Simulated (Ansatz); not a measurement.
## SrV2Fe2, from a guessed structure to a relaxed one

Starting from a made-up structure for SrV2Fe2, the aim is the relaxed cell, its shortest contacts and, where a second run follows, its electronic structure.

Program: Ansatz 0.2.0. Level of theory: DFT, PBEsol, plane-wave PAW, files of the set soft_1, scalar-relativistic, ferromagnetic start, cell and ions relaxed at zero pressure; PAW set soft_1. Results are calculated unless marked as measured.

In doubt: warnings of the run leave room for a lower electronic state, so energies may not be the lowest and differences between runs may mislead.

## 1. The starting structure

The structure is trigonal, space group P-3m1 (No. 164). The conventional cell has a = 4.018 Å, b = 4.018 Å, c = 6.849 Å, α = 90.00°, β = 90.00°, γ = 120.00°. Nearest to Sr lie 6 V at 2.92 Å. Nearest to Fe lie 4 V at 2.45 to 2.50 Å. V has 4 Fe at 2.45 to 2.50 Å and 3 Sr at 2.92 Å nearest. Farther neighbours are not listed.

## 2. Relaxation of the guess

The guess takes its coordinates from another compound and its volume from a rule, so the cell and any free coordinates are relaxed together.

Input file input.yaml:

```yaml
crystal:
  lattice:
    - [4.018, 0.0, 0.0]
    - [-2.009, 3.479690072, 0.0]
    - [0.0, 0.0, 6.849]
  atoms:
    - { symbol: Sr, position: [0.0, 0.0, 0.0] }
    - { symbol: Fe, position: [0.666666667, 0.333333333, 0.376], spin: 3.0 }
    - { symbol: Fe, position: [0.333333333, 0.666666667, 0.624], spin: 3.0 }
    - { symbol: V, position: [0.333333333, 0.666666667, 0.259], spin: 2.0 }
    - { symbol: V, position: [0.666666667, 0.333333333, 0.741], spin: 2.0 }
magnetization:
  spin_polarized: true
kpoints:
  mp_grid: { grid: [8, 8, 4] }
scf:
  occupations: { method: fermi_dirac, width: 0.05 }
hamiltonian:
  xc: pbesol
  pseudopotentials: { kind: paw, azcp: { folder: soft_1 }, xc_functional: pbe }
relax:
  f_tol: 0.015
  max_steps: 70
  cell: {}
output:
  forces: true
  stress: true
```

On the command line:

```
> ansatz run input.yaml --threads 4 --pin off --max-ram 8192MiB --backend cpu --events-out ev --progress --plain --runs-dir out
```

Numbers of over 12 decimals in the logs are rounded to 6 here.

The log of the run:

```text
Engine: ansatz 0.2.0, aarch64-unknown-linux-gnu
Pseudopotentials: kind: paw
Pseudopotential: Sr, paw, valence charge 10, recommended cutoff 420 eV (normal), soft_1/Sr.paw.azcp
Pseudopotential: Fe, paw, valence charge 16, recommended cutoff 420 eV (normal), soft_1/Fe.paw.azcp
Pseudopotential: V, paw, valence charge 13, recommended cutoff 420 eV (normal), soft_1/V.paw.azcp
Functional definition: PBEsol
  exchange = pbesol_x
  correlation = pbesol_c
Crystal: 5 atoms, lattice volume = 95.759 Å³
Basis set: ecut = 420 eV, 1883 PW (Γ), exchange–correlation on 54×54×96 points (8 copies of the dense FFT grid, shifted against one another)
Bands: 47, of which v1, the nominal top of the filled ones, is band 34 counted from 1 (33 counted from 0)
Symmetry: 12 space group operations
Space group: P-3m1 (ITA 164), of the structure as read, at distance tolerance 4.6e-5 Å
Magnetic group: BNS 164.85 (UNI 1315), of the structure as read, at distance tolerance 4.6e-5 Å
k-points: 35 of 256
Non-local potential: Sr, projectors of the file, l = 0: 3, l = 1: 2, l = 2: 2
Non-local potential: Fe, projectors of the file, l = 0: 3, l = 1: 2, l = 2: 3, l = 3: 1
Non-local potential: V, projectors of the file, l = 0: 3, l = 1: 2, l = 2: 3, l = 3: 1
PAW form: soft (Blöchl's): semilocal exchange-correlation on the pseudo side does not see the compensation charge
PAW frozen core: Sr, regenerated for the run's functional, and the local potential with it (the file was generated under x = pbe(κ = 0.804, μ = 0.219515), c = pbe(β = 0.066725))
PAW frozen core: Fe, regenerated for the run's functional, and the local potential with it (the file was generated under x = pbe(κ = 0.804, μ = 0.219515), c = pbe(β = 0.066725))
PAW frozen core: V, regenerated for the run's functional, and the local potential with it (the file was generated under x = pbe(κ = 0.804, μ = 0.219515), c = pbe(β = 0.066725))
PAW one-centre angular grid: Sr, 110 points (default); XC on 64 Gauss nodes
PAW one-centre angular grid: Fe, 590 points (default); XC on 64 Gauss nodes
PAW one-centre angular grid: V, 590 points (default); XC on 64 Gauss nodes
Initial density: superposition of atomic densities (chi_scale 0.1, normalization cell, long waves kept (reshape's long-wave potential 0.03 eV rms))
Starting moments: Σ|m| = 10 μB on 4 of 5 sites
Initial wavefunctions: pseudopotential atomic-orbital guess
Functional: x = pbesol(κ = 0.804, μ = 0.123457), c = pbesol(β = 0.046)
SCF iter   1: F=—  HF=-18154.447374 eV  |F-HF|=—  |Δ(HF+E_count)|=         —  Δρ=8.54e-2 (↑8.54e-2 ↓3.37e-2)  dr2=1.97e1  dr2_m=1.11e0  M=8.051 μB ∫|m|=8.133 μB  β_m=0.30  ethr=3.10e-3  ⟨swp⟩=8.3  Hψ=15162  notcnv=0
Mixer restart at iter 1: flushing history
preconditioner: auto → Kerker (q_TF=auto, 2.577 Å⁻¹)  [metal: Δε(μ)=0.010 eV  Ē_g=6.931 eV  σ=0.050 eV  W_gap=0.05  n_scr=34 (ndim 8)  ℏωp=22.1 eV  f_vac=0.000  D(μ)=10.23/eV (n_scr^D=134)]
spin=Collinear: Kerker preconditioning applied to the charge; magnetization (m = ρ↑ − ρ↓) channel mixes plain (no charge-response kernel on spin).
SCF iter   2: F=—  HF=-18151.130681 eV  |F-HF|=—  |Δ(HF+E_count)|=    3.32e0  Δρ=3.75e-2 (↑3.75e-2 ↓1.92e-2)  dr2=3.79e0  dr2_m=5.65e-1  M=7.697 μB ∫|m|=7.782 μB  β_m=0.37  ethr=3.10e-3  ⟨swp⟩=2.8  Hψ=6890  notcnv=0  defer=132
SCF iter   3: F=—  HF=-18151.541798 eV  |F-HF|=—  |Δ(HF+E_count)|=   4.11e-1  Δρ=2.76e-2 (↑2.51e-2 ↓2.76e-2)  dr2=6.83e-1  dr2_m=5.51e-1  M=6.769 μB ∫|m|=6.892 μB  β_m=0.61  ethr=3.10e-3  ⟨swp⟩=2.1  Hψ=4353  notcnv=0  defer=142
SCF iter   4: F=—  HF=-18153.098800 eV  |F-HF|=—  |Δ(HF+E_count)|=    1.56e0  Δρ=3.25e-2 (↑2.28e-2 ↓3.25e-2)  dr2=3.77e-1  dr2_m=6.35e-1  M=5.244 μB ∫|m|=5.431 μB  β_m=0.80  ethr=1.00e-3  ⟨swp⟩=2.0  Hψ=5023  notcnv=0  defer=143
SCF iter   5: F=—  HF=-18153.984599 eV  |F-HF|=—  |Δ(HF+E_count)|=   8.86e-1  Δρ=2.73e-2 (↑1.81e-2 ↓2.73e-2)  dr2=3.49e-1  dr2_m=4.28e-1  M=3.978 μB ∫|m|=4.256 μB  β_m=0.11  ethr=5.55e-4  ⟨swp⟩=2.3  Hψ=5243  notcnv=0  defer=149
SCF iter   6: F=—  HF=-18154.128671 eV  |F-HF|=—  |Δ(HF+E_count)|=   1.44e-1  Δρ=2.05e-2 (↑1.75e-2 ↓2.05e-2)  dr2=8.21e-2  dr2_m=3.02e-1  M=3.644 μB ∫|m|=3.960 μB  β_m=0.49  ethr=5.14e-4  ⟨swp⟩=2.2  Hψ=4308  notcnv=0  defer=153
SCF iter   7: F=—  HF=-18156.568304 eV  |F-HF|=—  |Δ(HF+E_count)|=         —  Δρ=8.08e-2 (↑7.55e-2 ↓8.08e-2)  dr2=3.81e-1  dr2_m=5.33e0  M=-0.040 μB ∫|m|=8.247 μB  β_m=1.00  ethr=1.21e-4  ⟨swp⟩=3.1  Hψ=6015  notcnv=0  defer=142
Mixer restart at iter 7: flushing history
SCF iter   8: F=—  HF=-18155.300557 eV  |F-HF|=—  |Δ(HF+E_count)|=    1.27e0  Δρ=8.47e-3 (↑5.67e-3 ↓8.47e-3)  dr2=7.99e-2  dr2_m=3.98e-2  M=-0.290 μB ∫|m|=8.808 μB  β_m=0.69  ethr=7.35e-5  ⟨swp⟩=3.2  Hψ=7552  notcnv=0  defer=165
SCF iter   9: F=—  HF=-18155.311691 eV  |F-HF|=—  |Δ(HF+E_count)|=   1.11e-2  Δρ=5.54e-3 (↑5.54e-3 ↓3.79e-3)  dr2=1.99e-2  dr2_m=1.56e-2  M=-0.379 μB ∫|m|=8.982 μB  β_m=0.84  ethr=7.35e-5  ⟨swp⟩=2.5  Hψ=5116  notcnv=0  defer=125
SCF iter  10: F=—  HF=-18155.326950 eV  |F-HF|=—  |Δ(HF+E_count)|=   1.53e-2  Δρ=4.61e-3 (↑4.61e-3 ↓3.54e-3)  dr2=5.07e-2  dr2_m=4.62e-4  M=-0.466 μB ∫|m|=9.086 μB  β_m=0.64  ethr=2.93e-5  ⟨swp⟩=2.0  Hψ=6505  notcnv=0  defer=125
SCF iter  11: F=—  HF=-18155.313638 eV  |F-HF|=—  |Δ(HF+E_count)|=   1.33e-2  Δρ=1.18e-3 (↑5.23e-4 ↓1.18e-3)  dr2=2.73e-3  dr2_m=2.00e-4  M=-0.496 μB ∫|m|=9.127 μB  β_m=0.82  ethr=2.93e-5  ⟨swp⟩=2.1  Hψ=6583  notcnv=0  defer=124
SCF iter  12: F=—  HF=-18155.314820 eV  |F-HF|=—  |Δ(HF+E_count)|=   1.18e-3  Δρ=7.52e-4 (↑4.89e-4 ↓7.52e-4)  dr2=2.83e-4  dr2_m=2.98e-4  M=-0.506 μB ∫|m|=9.115 μB  β_m=0.78  ethr=4.02e-6  ⟨swp⟩=2.0  Hψ=5001  notcnv=0  defer=124
SCF iter  13: F=—  HF=-18155.314835 eV  |F-HF|=—  |Δ(HF+E_count)|=   1.50e-5  Δρ=1.87e-4 (↑1.43e-4 ↓1.87e-4)  dr2=4.11e-5  dr2_m=1.84e-5  M=-0.515 μB ∫|m|=9.122 μB  β_m=0.86  ethr=4.16e-7  ⟨swp⟩=2.0  Hψ=5057  notcnv=0  defer=124
SCF iter  14: F=—  HF=-18155.314854 eV  |F-HF|=—  |Δ(HF+E_count)|=   1.95e-5  Δρ=2.50e-4 (↑4.81e-5 ↓2.50e-4)  dr2=8.31e-5  dr2_m=1.21e-5  M=-0.521 μB ∫|m|=9.134 μB  β_m=0.86  ethr=6.04e-8  ⟨swp⟩=2.0  Hψ=4652  notcnv=0  defer=124
SCF iter  15: F=—  HF=-18155.314860 eV  |F-HF|=—  |Δ(HF+E_count)|=   6.20e-6  Δρ=4.63e-5 (↑4.36e-5 ↓4.63e-5)  dr2=3.64e-6  dr2_m=9.76e-7  M=-0.521 μB ∫|m|=9.135 μB  β_m=0.93  ethr=6.04e-8  ⟨swp⟩=2.0  Hψ=5028  notcnv=0  defer=124
SCF iter  16: F=—  HF=-18155.314860 eV  |F-HF|=—  |Δ(HF+E_count)|=   1.54e-7  Δρ=1.41e-5 (↑9.92e-6 ↓1.41e-5)  dr2=8.58e-7  dr2_m=1.06e-8  M=-0.521 μB ∫|m|=9.135 μB  β_m=0.92  ethr=5.35e-9  ⟨swp⟩=2.0  Hψ=4323  notcnv=0  defer=124
[...]
relax step  16: F+E_penalty+E_count = -18157.74779374 eV  Δ(F+E_penalty+E_count) = -2.819e-4 eV  max|allowed force component| = 3.924e-3 eV/Å  Δτ_max = 0.0045 Å  P = -0.008 GPa  Ω = 91.749 Å³  energy of the carried Pulay correction = +1.616e-3 eV  (14 SCF iters, accepted)
relax step  17: F+E_penalty+E_count = -18157.74884685 eV  Δ(F+E_penalty+E_count) = -1.053e-3 eV  max|allowed force component| = 6.905e-3 eV/Å  Δτ_max = 0.0000 Å  P = +0.057 GPa  Ω = 91.749 Å³  stress off target by 1.73e-1 GPa  SCF on the basis re-selected at this cell (its energy is not comparable with the rows above)  (14 SCF iters)
relax step  18: F+E_penalty+E_count = -18157.74895576 eV  Δ(F+E_penalty+E_count) = -1.089e-4 eV  max|allowed force component| = 7.366e-4 eV/Å  Δτ_max = 0.0019 Å  P = -0.015 GPa  Ω = 91.865 Å³  energy of the carried Pulay correction = -6.927e-5 eV  (14 SCF iters, accepted)
iter 1 solved again at ethr=1.45e-5 eV; its pass at ethr=3.10e-3 eV (dr2=9.88e-3 eV) is discarded
SCF iter   1: F=—  HF=-18157.748996 eV  |F-HF|=—  |Δ(HF+E_count)|=         —  Δρ=2.55e-5 (↑2.55e-5 ↓2.55e-5)  dr2=6.11e-7  dr2_m=2.31e-14  M=0.000 μB ∫|m|=0.000 μB  β_m=0.65  ethr=1.45e-5  ⟨swp⟩=2.5  Hψ=20032  notcnv=0
eigensolver tolerance schedule: the retry pair's looser diagonalisation over-reported the residual by 16154.56 of it (diagonalisation noise at an unbounded share of the residual, at the tolerance the schedule requests for it); recorded, not acted on — ethr = c·dr2/N_el stays at c = 1.0e-1
preconditioner: auto → Kerker (q_TF=auto, 1.984 Å⁻¹)  [metal: Δε(μ)=0.025 eV  Ē_g=6.665 eV  σ=0.050 eV  W_gap=0.12  n_scr=10 (ndim 8)  ℏωp=22.6 eV  f_vac=0.000  D(μ)=4.11/eV (n_scr^D=36)]
spin=Collinear: Kerker preconditioning applied to the charge; magnetization (m = ρ↑ − ρ↓) channel mixes plain (no charge-response kernel on spin).
SCF iter   2: F=—  HF=-18157.749043 eV  |F-HF|=—  |Δ(HF+E_count)|=   4.71e-5  Δρ=1.38e-5 (↑1.38e-5 ↓1.38e-5)  dr2=2.93e-7  dr2_m=8.52e-15  M=0.000 μB ∫|m|=0.000 μB  β_m=0.35  ethr=8.99e-10  ⟨swp⟩=4.0  Hψ=8852  notcnv=0
SCF iter   3: F=—  HF=-18157.749043 eV  |F-HF|=—  |Δ(HF+E_count)|=   8.95e-8  Δρ=1.01e-5 (↑1.01e-5 ↓1.01e-5)  dr2=8.31e-8  dr2_m=6.71e-15  M=0.000 μB ∫|m|=0.000 μB  β_m=0.53  ethr=4.31e-10  ⟨swp⟩=2.0  Hψ=3975  notcnv=0
SCF iter   4: F=—  HF=-18157.749043 eV  |F-HF|=—  |Δ(HF+E_count)|=   3.25e-8  Δρ=6.10e-6 (↑6.10e-6 ↓6.10e-6)  dr2=2.93e-8  dr2_m=1.72e-15  M=0.000 μB ∫|m|=0.000 μB  β_m=0.77  ethr=1.22e-10  ⟨swp⟩=2.0  Hψ=3490  notcnv=0
SCF iter   5: F=—  HF=-18157.749043 eV  |F-HF|=—  |Δ(HF+E_count)|=   2.52e-8  Δρ=5.89e-7 (↑5.89e-7 ↓5.88e-7)  dr2=6.99e-10  dr2_m=1.06e-15  M=0.000 μB ∫|m|=0.000 μB  β_m=0.88  ethr=4.31e-11  ⟨swp⟩=2.0  Hψ=4550  notcnv=0
SCF iter   6: F=—  HF=-18157.749043 eV  |F-HF|=—  |Δ(HF+E_count)|=   1.31e-8  Δρ=4.86e-7 (↑4.86e-7 ↓4.85e-7)  dr2=7.61e-10  dr2_m=3.29e-16  M=0.000 μB ∫|m|=0.000 μB  β_m=0.88  ethr=1.03e-12  ⟨swp⟩=2.0  Hψ=5058  notcnv=0
SCF iter   7: F=—  HF=-18157.749043 eV  |F-HF|=—  |Δ(HF+E_count)|=  4.73e-11  Δρ=5.16e-7 (↑5.16e-7 ↓5.16e-7)  dr2=6.31e-10  dr2_m=2.89e-16  M=0.000 μB ∫|m|=0.000 μB  β_m=0.87  ethr=1.03e-12  ⟨swp⟩=1.3  Hψ=3488  notcnv=0
SCF iter   8: F=—  HF=-18157.749043 eV  |F-HF|=—  |Δ(HF+E_count)|=  1.71e-10  Δρ=2.56e-7 (↑2.56e-7 ↓2.55e-7)  dr2=1.33e-10  dr2_m=1.34e-16  M=0.000 μB ∫|m|=0.000 μB  β_m=0.84  ethr=1.00e-12  ⟨swp⟩=2.5  Hψ=4500  notcnv=0
SCF iter   9: F=—  HF=-18157.749043 eV  |F-HF|=—  |Δ(HF+E_count)|=  2.91e-11  Δρ=1.33e-7 (↑1.33e-7 ↓1.33e-7)  dr2=3.69e-11  dr2_m=6.98e-17  M=0.000 μB ∫|m|=0.000 μB  β_m=0.92  ethr=1.00e-12  ⟨swp⟩=1.0  Hψ=3290  notcnv=0
SCF iter  10: F=-18157.749043 eV  HF=-18157.749043 eV  |F-HF|=3.64e-12  |Δ(HF+E_count)|=  2.55e-11  Δρ=2.31e-8 (↑2.30e-8 ↓2.31e-8)  dr2=2.72e-12  dr2_m=2.50e-18  M=0.000 μB ∫|m|=0.000 μB  ethr=1.00e-12  ⟨swp⟩=3.0  Hψ=10083  notcnv=0
the starting moments were not kept: the SCF closed with an absolute magnetisation of 1.6e-8 μB, where they sum to 10 μB in size (4 sites). That is at most 0.1 of that sum. Measured as dr2_m measures the in/out step, that magnetisation stands 6.2e-17 eV from none, at or under the dr2_threshold of 5.0e-11 eV: it is no larger than a step whose dr2_m would equal this threshold.
SCF 19 converged in 10 iterations: F = -18157.749043 eV  dr2 = 2.72e-12
relax step  19: F+E_penalty+E_count = -18157.74904297 eV  Δ(F+E_penalty+E_count) = -8.721e-5 eV  max|allowed force component| = 6.781e-4 eV/Å  Δτ_max = 0.0000 Å  P = -0.015 GPa  Ω = 91.865 Å³  stress off target by 3.25e-2 GPa  SCF on the basis re-selected at this cell (its energy is not comparable with the rows above)  (10 SCF iters)
basis re-selected at this cell: Δ(F+E_penalty+E_count) = -8.721e-5 eV, ΔP = +0.000 GPa vs the last step (what re-selecting the basis moved, of the pressure what is left beyond the Pulay correction that the steps carried, after the strain that the cell walked since its last selection, with what the two solves' SCF thresholds leave and, on support functions, any second-order correction that the steps lacked; it is no m [...]
SCF converged after 10 iterations
Magnetization: 0.0000 μB (34.0000 up, 34.0000 down)
Absolute magnetization: 0.0000 μB (∫|ρ↑−ρ↓|, with the PAW one-centre terms)
Spin contamination: 0.0000 ħ² per cell (⟨S²⟩ above its minimum at these occupations)
Per-site moments (μB) at R_I (Å): [(2.5716092437300475e-10, 1.295143), (3.828821644180363e-9, 0.913430), (3.828821460420399e-9, 0.913430), (-2.2295320266567262e-9, 0.913430), (-2.229531962210993e-9, 0.913430)]
Free energy (F): -18157.749043 eV
Harris-Foulkes:  -18157.749043 eV  (|F-HF|=3.64e-12)
Internal energy: -18157.714398 eV  (E = F + TS)
E sigma→0 (E₀):  -18157.731721 eV
Entropy (-TS):   -0.034645 eV (-6.929 meV/atom)
Fermi energy:    12.183923 eV
--- Per-component energies (eV) ---
  E_band       = -1078.423772
  E_kinetic    = 1500.537501
  E_local      = -10905.832741  (includes V_loc(G=0)·N_el)
  E_nonlocal   = 989.516889
  E_hartree    = 4598.862046
  E_xc         = -621.696951
  E_vxc        = -728.781430  (∫ρ·V_xc dr)
  E_paw        = -7547.187089  (= ΣΔE_a)
  E_vpaw       = -1131.587945  (= ΣTr[D̂ρ^β])
  E_aug_tail   = -0.000148  (compensation charges beyond the density's cutoff)
  E_ewald      = -6172.706016
  E_core_change = 0.792111  (= ΣΔE_core)
  E_smearing   = -0.034645  (= −TS)
  E_closure    = 0.000000  (closes the sum)
  Σ components = -18157.749043   (vs F -18157.749043, Δ=0.00e0)
--- Forces (eV/Å), atoms counted from 1 ---
  atom   1  Sr     0.00000000     0.00000000     0.00000000
  atom   2  Fe    -0.00000000     0.00000000    -0.00067811
  atom   3  Fe     0.00000000     0.00000000     0.00067811
  atom   4  V     -0.00000000    -0.00000000    -0.00067771
  atom   5  V      0.00000000     0.00000000     0.00067771
  max |Σ_I F_I| component: 5.55e-17 eV/Å
--- Stress (GPa, compression-positive) ---
       -0.032498      -0.000000      -0.000000
        0.000000      -0.032498       0.000000
       -0.000000       0.000000       0.020885
  P = ⅓ Tr σ = -0.0147 GPa (-0.147 kbar)
--- Relaxed structure (17 steps of the walk, 16 accepted, 2 SCFs on fresh bases) ---
  F+E_penalty+E_count = -18157.74904297 eV   max|allowed force component| = 6.781e-4 eV/Å   (the final SCF, on the basis selected at the relaxed cell)
  cell:  # Å, volume = 91.8647 Å³
    - [3.792722, 0, 3.0657850571822204e-18]
    - [-1.896361, 3.284593, -1.5328925285911208e-18]
    - [5.225874031325452e-18, 0, 7.374216]
  atoms:
    - { symbol: Sr, position: [0, 0, 2.5454768482357876e-18] }
    - { symbol: Fe, position: [0.666667, 0.333333, 0.305134] }
    - { symbol: Fe, position: [0.333333, 0.666667, 0.694866] }
    - { symbol: V, position: [0.333333, 0.666667, 0.394580] }
    - { symbol: V, position: [0.666667, 0.333333, 0.605420] }
```

The job ended after 3.3 min (4 threads of Arm Neoverse V1, shared host; peak memory 0.61 GiB).

Step by step:

```
step  energy less that of the first step (eV)  largest force component (eV/Å)  pressure (GPa)  volume (Å³)
   1                                   0.0000                          2.1468           -4.71        95.76
   2                                  -0.7540                          1.4992           -3.91        96.88
   3                                  -1.2444                          0.2564           -0.61        93.52
   4                                  -1.3162                          0.6638            2.24        93.01
   5                                  -1.3582                          0.0971           -1.24        94.63
   6                                  -1.3769                          0.2254           -0.33        93.65
   7                                  -1.5162                          0.6053            2.39        90.05
   8                                  -1.6576                          0.7540            3.05        87.43
   9                                  -2.0313                          1.3339            3.22        85.85
  10                                  -1.9755                          1.5849            1.60        84.37
  11                                  -2.2899                          0.9506            2.34        87.37
  12                                  -2.3990                          0.3554            1.50        88.99
  13                                  -2.4303                          0.1138           -0.39        91.86
  14                                  -2.4323                          0.0455            0.42        91.42
  15                                  -2.4327                          0.0583           -0.11        91.71
  16                                  -2.4329                          0.0039           -0.01        91.75
 17*                                  -2.4340                          0.0069            0.06        91.75
  18                                  -2.4341                          0.0007           -0.01        91.86
 19*                                  -2.4342                          0.0007           -0.01        91.86
```

Relaxation steps marked * repeat the geometry before them on a plane-wave basis chosen anew for their cell, so energy and pressure can jump there. Relaxation step 10 was tried and not accepted.

Forces are held to the 12 operations that the run works with; a distortion that breaks them can't arise in this run.

```
conventional cell, symmetrised  before  after  change
                         a (Å)   4.018  3.793  -5.6 %
                         b (Å)   4.018  3.793  -5.6 %
                         c (Å)   6.849  7.374  +7.7 %
              volume (Å³/atom)   19.15  18.37  -4.1 %
```

The atoms that moved most (Å, as changes of fractional coordinates times the final cell):

```
atom     dx     dy      dz  length
  V5  0.000  0.000  -1.000   1.000
  V4  0.000  0.000   1.000   1.000
 Fe2  0.000  0.000  -0.523   0.523
 Fe3  0.000  0.000   0.523   0.523
```

Final coordinates:

```xyz
5
Lattice="3.7927 0.0000 0.0000 -1.8964 3.2846 0.0000 0.0000 0.0000 7.3742" Properties=species:S:1:pos:R:3 pbc="T T T"
Sr    0.0000    0.0000    0.0000
Fe    1.8964    1.0949    2.2501
Fe    0.0000    2.1897    5.1241
V     0.0000    2.1897    2.9097
V     1.8964    1.0949    4.4645
```

This step gave:

```yaml
free_energy: -18157.7490 eV
energy_at_zero_smearing: -18157.7317 eV
smearing_term_ts: 0.03464 eV
fermi_energy: 12.18 eV
electrons: 68
symmetry_operations: 12
pressure: -0.01470 GPa
```

Shortest distances by pair of elements, guess and relaxed (not always the same contact):

```
 pair  guess (Å)  relaxed (Å)
 Fe–V      2.454        2.214
  V–V      4.018        2.686
Fe–Sr      3.466        3.140
Fe–Fe      2.875        3.613
 Sr–V      2.920        3.642
```

The relaxation ends with a largest force component of 6.8e-4 eV/Å and a pressure of -0.01 GPa. The starting moments have collapsed: the run ends non-magnetic.

## 3. Outcome

| Quantity | Value |
| --- | --- |
| space group, relaxed | P-3m1 |
| conventional cell | a = 3.793, b = 3.793, c = 7.374 Å; α = 90.0°, β = 90.0°, γ = 120.0° |
| volume per atom | 18.37 Å³ (guess 19.15) |
| total moment | 0.00 μB in the cell of 5 atoms |

What this shows: SrV2Fe2 relaxes to P-3m1 with a = 3.793, b = 3.793 and c = 7.374 Å. The guessed volume was 4 % too large. The space group P-3m1 was held in the relaxation, so the end point is a stationary structure within it and may be a saddle against distortions or other arrangements. The moments died out from this one start and weren't seeded again at the relaxed cell. The electronic state may lie above the lowest one. Mesh and cutoff weren't tested. No dispersion term is used, so weakly bound directions may come out too long. Nothing here tests whether the compound is stable against decomposition.

[Logs are printed without paths, hosts, clocks, repeated set-up lines and the standing remarks that a program may print on its own settings, such as how far it seeks lower states.]

[Hosts, paths, dates, database ids (printed as entryN), source tags and the programs' standing remarks are cut or masked in the printed files.]
